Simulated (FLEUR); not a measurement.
# Fe: magnetism against the volume

How does the volume change the magnetic state of Fe?

Program: FLEUR MaX-R8.1. Level of theory: PBE; all-electron FLAPW, Dirac cores, scalar-relativistic bands. Results are calculated unless marked as measured.

The database entry behind the starting cell differs from later determinations by our own check (an axis about 0.7 % long against later determinations), so it need not match the best structure at ambient conditions.

## Step 1: Starting point

Symmetry: Im-3m, No. 229, cubic system. Conventional cell: a = 2.886 Å, b = 2.886 Å, c = 2.886 Å, α = 90.00°, β = 90.00°, γ = 90.00°. Fe has 8 Fe at 2.50 Å nearest.

Coordinates:

```
Fe
1.0
    -1.44300    1.44300    1.44300
     1.44300   -1.44300    1.44300
     1.44300    1.44300   -1.44300
Fe
1
Cartesian
  0.0000 0.0000 0.0000
```

## Step 2: Factor 1, start ferro +

The scan starts at the cell as given.

All lengths change alike; the factor is that of the volume. Atoms keep their fractional places. Spheres, Kmax and the mesh are the same at all points, the spheres being those of the tightest cell. inpgen writes inp.xml from crystal.txt; cutoffs, mixing, functional, smearing and local orbitals are then set in the file. The k list default-1 (kpts.xml, not shown) is a Γ-centred 14×14×14 mesh; where the ranks do not divide the number of points, some are split in two of half the weight.

File inp.xml:

```
<?xml version="1.0" encoding="UTF-8" standalone="no"?>
<fleurInput fleurInputVersion="0.39">
   <comment>
      Fe
   </comment>
   <calculationSetup>
      <cutoffs Kmax="3.71" Gmax="11.1" GmaxXC="11.1" numbands="0"/>
      <scfLoop itmax="110" minDistance="0.00002" maxIterBroyd="15" imix="Anderson" alpha="0.05" precondParam="0.0" spinf="2.0" sdNocoIR="T"/>
      <coreElectrons ctail="T" frcor="F" kcrel="0" coretail_lmax="0"/>
      <xcFunctional name="pbe" relativisticCorrections="F"/>
      <magnetism jspins="2"/>
      <soc l_soc="F" theta="0.0" phi="0.0" spav="F"/>
      <expertModes spex="0" secvar="F"/>
      <geometryOptimization l_f="F" forcealpha="1.0" forcemix="BFGS" epsdisp="0.00001" epsforce="0.00001"/>
      <ldaU l_linMix="F" mixParam="0.05" spinf="1.0"/>
   </calculationSetup>
   <cell>
      <bzIntegration valenceElectrons="16.0" mode="hist" fermiSmearingEnergy="0.00183747">
         <kPointListSelection listName="default-1"/>
         <xi:include xmlns:xi="http://www.w3.org/2001/XInclude" href="kpts.xml"> </xi:include>
      </bzIntegration>
      <xi:include xmlns:xi="http://www.w3.org/2001/XInclude" href="sym.xml"> </xi:include>
      <bulkLattice scale="1.0">
         <bravaisMatrix>
            <row-1>   -2.7268747977977998     2.7268747977977998     2.7268747977977998</row-1>
            <row-2>    2.7268747977977998    -2.7268747977977998     2.7268747977977998</row-2>
            <row-3>    2.7268747977977998     2.7268747977977998    -2.7268747977977998</row-3>
         </bravaisMatrix>
      </bulkLattice>
   </cell>
   <atomSpecies>
      <species name="Iron (Fe) 2.800" element="Fe" atomicNumber="26">
         <mtSphere radius="2.21" gridPoints="731" logIncrement="0.017"/>
         <atomicCutoffs lmax="8" lnonsphr="6"/>
         <electronConfig flipSpins="F">
            <coreConfig>(1s1/2) (2s1/2) (2p1/2) (2p3/2)</coreConfig>
            <valenceConfig>(3s1/2) (3p1/2) (3p3/2) (4s1/2) (3d3/2) (3d5/2)</valenceConfig>
            <stateOccupation state="(3d3/2)" spinUp="1.4" spinDown="1.0"/>
            <stateOccupation state="(3d5/2)" spinUp="3.0" spinDown="0.6"/>
         </electronConfig>
         <energyParameters s="4" p="4" d="3" f="4"/>
         <lo type="SCLO" l="0" n="3" eDeriv="0"/>
         <lo type="SCLO" l="1" n="3" eDeriv="0"/>
      </species>
   </atomSpecies>
   <atomGroups>
      <atomGroup species="Iron (Fe) 2.800">
         <relPos label="                   1">.0000000000 .0000000000 .0000000000</relPos>
         <force calculate="T" relaxXYZ="TTT"/>
      </atomGroup>
   </atomGroups>
   <output dos="F" band="F" slice="F">
      <bandDOS minEnergy="-.5*Htr" maxEnergy="0.5*Htr" sigma="0.015" storeEVData="T"/>
      <plotting iplot="0" polar="F">
         <plot TwoD="T" vec1="  1.0  0.0  0.0" vec2="  0.0  1.0  0.0" vec3="  0.0  0.0  1.0" zero="  0.0  0.0  0.0" file="plot"/>
      </plotting>
      <moessbauerParams electricFieldGradient="F" isomerShift="F" coreHyperfine="F" valenceHyperfine="F"/>
   </output>
</fleurInput>
```

File crystal.txt:

```
Fe
&input film=F cartesian=F /
-1.44300000000  1.44300000000  1.44300000000
1.44300000000  -1.44300000000  1.44300000000
1.44300000000  1.44300000000  -1.44300000000
1.8897261246
1.0 1.0 1.0

1
26 0.00000000000  0.00000000000  0.00000000000 : 2.800

&kpt div1=14 div2=14 div3=14 gamma=T /
```

Command:

```sh
$ OMP_NUM_THREADS=1 inpgen -f crystal.txt > inpgen.log  # inp.xml is then edited as shown
$ OMP_NUM_THREADS=1 mpirun -n 4 fleur_MPI > fleur.log
```

The program printed:

```text
Welcome to FLEUR        (www.flapw.de)
      MaX-Release 8.1          (www.max-centre.eu)

 ========== k-point set info ==========
 Selected k-point list: default-1
 k-point list type: mesh
 14 x 14 x 14
 Number of k points: 104

 ------------Calculation Setup---------------------------
 Number of MPI-tasks      :            4
 Number of PE/node        :            4
 Number of OMP-threads    :            1
 k-points in parallel     :            4
 pe's per k-point         :            1
 No of k-point loops      :           26
 Eigenvalue solver        :       lapack
 Number of basis functions:           85
 Approximate size of matrices (H+S) per k-point:         0.000 GB
 --------------------------------------------------------
 Iteration:     1   Distance:      11.21381682 me/bohr^3
 Iteration:     2   Distance:       9.22558590 me/bohr^3
 Iteration:     3   Distance:       6.14304320 me/bohr^3
 Iteration:     4   Distance:       3.32443405 me/bohr^3
 Iteration:     5   Distance:       2.56478383 me/bohr^3
 Iteration:     6   Distance:       2.71205520 me/bohr^3
 Iteration:     7   Distance:       1.10132926 me/bohr^3
 Iteration:     8   Distance:       1.20159697 me/bohr^3
 Iteration:     9   Distance:       1.13987239 me/bohr^3
 Iteration:    10   Distance:       0.41483746 me/bohr^3
 Iteration:    11   Distance:       0.07519556 me/bohr^3
 Iteration:    12   Distance:       0.07840754 me/bohr^3
 Iteration:    13   Distance:       0.00316103 me/bohr^3
 Iteration:    14   Distance:       0.00073955 me/bohr^3
 Iteration:    15   Distance:       0.00035777 me/bohr^3
 Iteration:    16   Distance:       0.00034467 me/bohr^3
 Iteration:    17   Distance:       0.00016089 me/bohr^3
 Iteration:    18   Distance:       0.00003657 me/bohr^3
 Iteration:    19   Distance:       0.00001938 me/bohr^3

 ********************************************************************
 Run finished successfully
 Stop message:
   all done
 ********************************************************************

--- out.xml (last complete iteration) ---
<iteration numberForCurrentRun="   19" overallNumber="   19">
         [... left out ...]
         <bandgap value="0.0242439234" units="eV"/>
         <sumValenceSingleParticleEnergies value="-13.0997362846" units="Htr"/>
         <FermiEnergy value="0.3432685328" units="Htr"/>
         <valenceDensity>
            <mtCharges spin="1">
               <mtCharge atomType="1" total="8.4723948" s="1.1638143" p="3.1315804" d="4.1643160" f="0.0098982"/>
            </mtCharges>
            <mtCharges spin="2">
               <mtCharge atomType="1" total="6.1467099" s="1.1691562" p="3.1627521" d="1.8059637" f="0.0072728"/>
            </mtCharges>
            <spinDependentCharge spin="1" total="9.1330671" interstitial="0.6606723" mtSpheres="8.4723948"/>
            <spinDependentCharge spin="2" total="6.8669329" interstitial="0.7202230" mtSpheres="6.1467099"/>
            <totalCharge value="16.0000000000"/>
         </valenceDensity>
         [... left out ...]
         <magneticMomentsInMTSpheres units="muBohr">
            <globalMagMoment atomType="1" vec="0.00000   0.00000   2.32568"/>
            <localMagMoment atomType="1" vec="0.00000   0.00000   2.32568"/>
         </magneticMomentsInMTSpheres>
         [... left out ...]
         <totalEnergy value="    -1272.8019190647" units="Htr">
            <sumOfEigenvalues value="     -735.5051049075">
               <coreElectrons value="-722.4053686229"/>
               <valenceElectrons value="-13.0997362846"/>
            </sumOfEigenvalues>
            <densityCoulombPotentialIntegral value="-1953.0882860246"/>
            <densityEffectivePotentialIntegral value="-2025.6911570917"/>
            <chargeDenXCDenIntegral value="-55.9335766772"/>
            <FockExchangeEnergyValence value="0.0000000000"/>
            <FockExchangeEnergyCore value="0.0000000000"/>
         [... left out ...]
            <tkbTimesEntropy value="0.0002985527"/>
            <freeEnergy value="-1272.8022176173"/>
            <extrapolationTo0K value="-1272.8020683410"/>
         </totalEnergy>
         <densityConvergence units="me/bohr^3">
            <chargeDensity spin="1" distance="0.0000127894"/>
            <chargeDensity spin="2" distance="0.0000075876"/>
            <overallChargeDensity distance="0.0000193790"/>
            <spinDensity distance="0.0000081692"/>
         </densityConvergence>
      </iteration>
```

Elapsed: 7.2 s, on 4 MPI ranks of Arm Neoverse V1, shared host; peak memory 0.15 GiB; 28 s of CPU time.

Numbers from this step:

* free energy: -34634.7128 eV
* program's band gap on this mesh (in a metal only a level spacing): 0.02424 eV
* magnetization: 2.266 μB
* final state: ferromagnetic
* largest moment: 2.326 μB

After 19 cycles the largest moment stands at 2.33 μB.

## Step 3: Factor 1, start antiferro q=(0,0,1/2) +-

The k list default-1 (kpts.xml, not shown) is a Γ-centred 14×14×7 mesh.

Edit inp.xml of step 2 so:

```diff
@@ -17,3 +17,3 @@
    <cell>
-      <bzIntegration valenceElectrons="16.0" mode="hist" fermiSmearingEnergy="0.00183747">
+      <bzIntegration valenceElectrons="32.0" mode="hist" fermiSmearingEnergy="0.00183747">
          <kPointListSelection listName="default-1"/>
@@ -26,3 +26,3 @@
             <row-2>    2.7268747977977998    -2.7268747977977998     2.7268747977977998</row-2>
-            <row-3>    2.7268747977977998     2.7268747977977998    -2.7268747977977998</row-3>
+            <row-3>    5.4537495955955997     5.4537495955955997    -5.4537495955955997</row-3>
          </bravaisMatrix>
@@ -44,2 +44,15 @@
       </species>
+      <species name="Iron (Fe) -2.800" element="Fe" atomicNumber="26">
+         <mtSphere radius="2.21" gridPoints="731" logIncrement="0.017"/>
+         <atomicCutoffs lmax="8" lnonsphr="6"/>
+         <electronConfig flipSpins="F">
+            <coreConfig>(1s1/2) (2s1/2) (2p1/2) (2p3/2)</coreConfig>
+            <valenceConfig>(3s1/2) (3p1/2) (3p3/2) (4s1/2) (3d3/2) (3d5/2)</valenceConfig>
+            <stateOccupation state="(3d3/2)" spinUp="1.0" spinDown="1.4"/>
+            <stateOccupation state="(3d5/2)" spinUp="0.6" spinDown="3.0"/>
+         </electronConfig>
+         <energyParameters s="4" p="4" d="3" f="4"/>
+         <lo type="SCLO" l="0" n="3" eDeriv="0"/>
+         <lo type="SCLO" l="1" n="3" eDeriv="0"/>
+      </species>
    </atomSpecies>
@@ -48,2 +61,6 @@
          <relPos label="                   1">.0000000000 .0000000000 .0000000000</relPos>
+         <force calculate="T" relaxXYZ="TTT"/>
+      </atomGroup>
+      <atomGroup species="Iron (Fe) -2.800">
+         <relPos label="                   2">.0000000000 .0000000000 1.000/2.000</relPos>
          <force calculate="T" relaxXYZ="TTT"/>
```

File crystal.txt:

```
Fe
&input film=F cartesian=F /
-1.44300000000  1.44300000000  1.44300000000
1.44300000000  -1.44300000000  1.44300000000
2.88600000000  2.88600000000  -2.88600000000
1.8897261246
1.0 1.0 1.0

2
26 0.00000000000  0.00000000000  0.00000000000 : 2.800
26 0.00000000000  0.00000000000  0.50000000000 : -2.800

&kpt div1=14 div2=14 div3=7 gamma=T /
```

The program printed:

```text
[banner, memory and clock lines left out]
Welcome to FLEUR        (www.flapw.de)
      MaX-Release 8.1          (www.max-centre.eu)

 ========== k-point set info ==========
 Selected k-point list: default-1
 k-point list type: mesh
 14 x 14 x 7
 Number of k points: 372

 [... set-up left out ...]
 Iteration:     1   Distance:      14.42652717 me/bohr^3
 Iteration:     2   Distance:      12.23403965 me/bohr^3
 Iteration:     3   Distance:       8.30032421 me/bohr^3
 Iteration:     4   Distance:       7.77608409 me/bohr^3
 Iteration:     5   Distance:       4.61661784 me/bohr^3
 Iteration:     6   Distance:       4.63778518 me/bohr^3
 Iteration:     7   Distance:       2.51885330 me/bohr^3
 Iteration:     8   Distance:       2.66935676 me/bohr^3
[... lines left out ...]
 Iteration:    22   Distance:       0.00041580 me/bohr^3
 Iteration:    23   Distance:       0.00009441 me/bohr^3
 Iteration:    24   Distance:       0.00003235 me/bohr^3
 Iteration:    25   Distance:       0.00003532 me/bohr^3
 Iteration:    26   Distance:       0.00002268 me/bohr^3
 Iteration:    27   Distance:       0.00000526 me/bohr^3

 ********************************************************************
 Run finished successfully
 Stop message:
   all done
 ********************************************************************

--- out.xml (last complete iteration) ---
<iteration numberForCurrentRun="   27" overallNumber="   27">
         [... left out ...]
         <bandgap value="0.0000000056" units="eV"/>
         <sumValenceSingleParticleEnergies value="-26.2841229037" units="Htr"/>
         <FermiEnergy value="0.3566437581" units="Htr"/>
         [... left out ...]
         <magneticMomentsInMTSpheres units="muBohr">
            <globalMagMoment atomType="1" vec="0.00000   0.00000   2.13046"/>
            <globalMagMoment atomType="2" vec="0.00000   0.00000  -2.13046"/>
         </magneticMomentsInMTSpheres>
         [... left out ...]
         <totalEnergy value="    -2545.5873881853" units="Htr">
            <sumOfEigenvalues value="    -1471.2193896050">
               <coreElectrons value="-1444.9352667012"/>
               <valenceElectrons value="-26.2841229037"/>
            </sumOfEigenvalues>
         [... left out ...]
            <freeEnergy value="-2545.5883916045"/>
            <extrapolationTo0K value="-2545.5878898949"/>
         </totalEnergy>
         <densityConvergence units="me/bohr^3">
            <chargeDensity spin="1" distance="0.0000029488"/>
            <chargeDensity spin="2" distance="0.0000028924"/>
            <overallChargeDensity distance="0.0000025486"/>
            <spinDensity distance="0.0000052562"/>
         </densityConvergence>
      </iteration>
```

Run time: 71 s. Hardware: 4 MPI ranks; peak memory 0.26 GiB; 4.7 min of CPU time.

Read from the output:

- free energy: -69268.9889 eV
- program's band gap on this mesh (in a metal only a level spacing): 5.60e-9 eV
- magnetization: 0 μB
- final state: antiferromagnetic
- largest moment: 2.130 μB

After 27 cycles the largest moment stands at 2.13 μB.

## Step 4: Factor 1, start no spin polarisation

The k list default-1 (kpts.xml, not shown) is a Γ-centred 14×14×14 mesh.

File inp.xml:

```
<?xml version="1.0" encoding="UTF-8" standalone="no"?>
<fleurInput fleurInputVersion="0.39">
   <comment>
      Fe
   </comment>
   <calculationSetup>
      <cutoffs Kmax="3.71" Gmax="11.1" GmaxXC="11.1" numbands="0"/>
      <scfLoop itmax="110" minDistance="0.00002" maxIterBroyd="15" imix="Anderson" alpha="0.05" precondParam="0.0" spinf="2.0" sdNocoIR="T"/>
      <coreElectrons ctail="T" frcor="F" kcrel="0" coretail_lmax="0"/>
      <xcFunctional name="pbe" relativisticCorrections="F"/>
      <magnetism jspins="1"/>
      <soc l_soc="F" theta="0.0" phi="0.0" spav="F"/>
      <expertModes spex="0" secvar="F"/>
      <geometryOptimization l_f="F" forcealpha="1.0" forcemix="BFGS" epsdisp="0.00001" epsforce="0.00001"/>
      <ldaU l_linMix="F" mixParam="0.05" spinf="1.0"/>
   </calculationSetup>
   <cell>
      <bzIntegration valenceElectrons="16.0" mode="hist" fermiSmearingEnergy="0.00183747">
         <kPointListSelection listName="default-1"/>
         <xi:include xmlns:xi="http://www.w3.org/2001/XInclude" href="kpts.xml"> </xi:include>
      </bzIntegration>
      <xi:include xmlns:xi="http://www.w3.org/2001/XInclude" href="sym.xml"> </xi:include>
      <bulkLattice scale="1.0">
         <bravaisMatrix>
            <row-1>   -2.7268747977977998     2.7268747977977998     2.7268747977977998</row-1>
            <row-2>    2.7268747977977998    -2.7268747977977998     2.7268747977977998</row-2>
            <row-3>    2.7268747977977998     2.7268747977977998    -2.7268747977977998</row-3>
         </bravaisMatrix>
      </bulkLattice>
   </cell>
   <atomSpecies>
      <species name="Iron (Fe)" element="Fe" atomicNumber="26">
         <mtSphere radius="2.21" gridPoints="731" logIncrement="0.017"/>
         <atomicCutoffs lmax="8" lnonsphr="6"/>
         <electronConfig flipSpins="F">
            <coreConfig>(1s1/2) (2s1/2) (2p1/2) (2p3/2)</coreConfig>
            <valenceConfig>(3s1/2) (3p1/2) (3p3/2) (4s1/2) (3d3/2) (3d5/2)</valenceConfig>
            <stateOccupation state="(3d3/2)" spinUp="1.200000" spinDown="1.200000"/>
            <stateOccupation state="(3d5/2)" spinUp="1.800000" spinDown="1.800000"/>
         </electronConfig>
         <energyParameters s="4" p="4" d="3" f="4"/>
         <lo type="SCLO" l="0" n="3" eDeriv="0"/>
         <lo type="SCLO" l="1" n="3" eDeriv="0"/>
      </species>
   </atomSpecies>
   <atomGroups>
      <atomGroup species="Iron (Fe)">
         <relPos label="                   1">.0000000000 .0000000000 .0000000000</relPos>
         <force calculate="T" relaxXYZ="TTT"/>
      </atomGroup>
   </atomGroups>
   <output dos="F" band="F" slice="F">
      <bandDOS minEnergy="-.5*Htr" maxEnergy="0.5*Htr" sigma="0.015" storeEVData="T"/>
      <plotting iplot="0" polar="F">
         <plot TwoD="T" vec1="  1.0  0.0  0.0" vec2="  0.0  1.0  0.0" vec3="  0.0  0.0  1.0" zero="  0.0  0.0  0.0" file="plot"/>
      </plotting>
      <moessbauerParams electricFieldGradient="F" isomerShift="F" coreHyperfine="F" valenceHyperfine="F"/>
   </output>
</fleurInput>
```

File crystal.txt:

```
Fe
&input film=F cartesian=F /
-1.44300000000  1.44300000000  1.44300000000
1.44300000000  -1.44300000000  1.44300000000
1.44300000000  1.44300000000  -1.44300000000
1.8897261246
1.0 1.0 1.0

1
26 0.00000000000  0.00000000000  0.00000000000

&kpt div1=14 div2=14 div3=14 gamma=T /
```

The program printed:

```text
[banner, memory and clock lines left out]
Welcome to FLEUR        (www.flapw.de)
      MaX-Release 8.1          (www.max-centre.eu)

 ========== k-point set info ==========
 Selected k-point list: default-1
 k-point list type: mesh
 14 x 14 x 14
 Number of k points: 104

 [... set-up left out ...]
 Iteration:     1   Distance:      14.39784333 me/bohr^3
 Iteration:     2   Distance:      12.26586380 me/bohr^3
 Iteration:     3   Distance:       5.78395952 me/bohr^3
 Iteration:     4   Distance:       1.16536865 me/bohr^3
 Iteration:     5   Distance:       0.23830016 me/bohr^3
[...]
<FermiEnergy value="0.3474618451" units="Htr"/>
         [... left out ...]
         <totalEnergy value="    -1272.7793728197" units="Htr">
            <sumOfEigenvalues value="     -735.7158451254">
               <coreElectrons value="-722.5595329310"/>
               <valenceElectrons value="-13.1563121945"/>
            </sumOfEigenvalues>
         [... left out ...]
            <freeEnergy value="-1272.7805757782"/>
            <extrapolationTo0K value="-1272.7799742989"/>
         </totalEnergy>
         <densityConvergence units="me/bohr^3">
            <chargeDensity spin="1" distance="0.0000085624"/>
         </densityConvergence>
      </iteration>
```

Elapsed: 3.5 s, on 4 MPI ranks; peak memory 0.14 GiB; 14 s of CPU time.

Read from the output:

- free energy: -34634.1239 eV
- program's band gap on this mesh (in a metal only a level spacing): 1.06e-4 eV
- final state: non-magnetic (no spin polarisation)

[end of part 1 of 2]

[Logs and program files are shortened in this print: banners, set-up blocks, solver, clock and traceback lines can be left out without a mark of their own.]

[Logs are printed without paths, hosts, clocks, repeated set-up lines and the standing remarks that a program may print on its own settings, such as how far it seeks lower states.]

[Hosts, paths, dates, database ids (printed as entryN), source tags and the programs' standing remarks are cut or masked in the printed files.]

[Where a cell is said to come from a database of computed structures, the database is the Materials Project.]
